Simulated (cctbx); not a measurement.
**TbIn2Sn2: precision against data quality**

Space group P-3m1 (no. 164), a = 4.7730 Å, b = 4.7730 Å, c = 7.3850 Å, α = 90.00°, β = 90.00°, γ = 120.00°.

| atom | mult. | x | y | z | Ueq (Å²) |
| --- | --- | --- | --- | --- | --- |
| Tb1 | 1 | 0 | 0 | 0 | 0.0036 |
| Sn1 | 2 | 2/3 | 1/3 | 0.7446 | 0.0040 |
| In1 | 2 | 2/3 | 1/3 | 0.3548 | 0.0043 |

The model is made up (kin elements in a known structure type, no relaxation), so it says nothing on whether the phase exists.

Five simulated data sets (cctbx; Mo Kα, λ = 0.71073 Å; 6 % proportional error) differ in resolution or exposure (noise floor 15 counts in the first three, 8 in the last two). Each is refined with the right model, isotropic at 1.1 Å and anisotropic otherwise. How do the figures of merit and the uncertainties move?

```
d min (Å)  top counts  ⟨I/σ⟩ (unmerged, absences included)  unique  param. (scale apart)   Rint      R1  GooF  largest s.u. xyz (fractional)  s.u. U of In1 (Å²)  largest error (Å)
      1.1        5000                                  9.3      60                     5  0.055  0.0181  0.95                        0.00024              0.0007             0.0039
     0.84        5000                                  8.2     121                     8  0.059  0.0193  0.96                        0.00015              0.0004             0.0023
      0.6        5000                                  6.8     306                     8  0.069  0.0222  0.97                        0.00008              0.0002             0.0009
     0.75         300                                  2.1     166                     8  0.246  0.0599  0.98                        0.00055              0.0012             0.0095
     0.75        3000                                  7.4     166                     8  0.065  0.0210  0.98                        0.00013              0.0003             0.0021
```

The number of reflections grows roughly as 1/d³: 60, 121 and 306 here. R1 follows the noise rather than the truth: at 300 counts it is 0.0599, at 3000 counts 0.0210, while GooF is 0.98 and 0.98: the weights 1/σ² carry the noise. The s.u. of U (U11 where anisotropic) for In1 goes 0.0007, 0.0004, 0.0002 Å² with resolution and 0.0012, 0.0003 Å² with exposure.

Hardware for the 0.6 Å refinement: 0.36 s on 1 thread of Arm Neoverse V2, on a shared host, peak memory 0.09 GiB.

[Logs are printed without paths, hosts, clocks, repeated set-up lines and the standing remarks that a program may print on its own settings, such as how far it seeks lower states.]
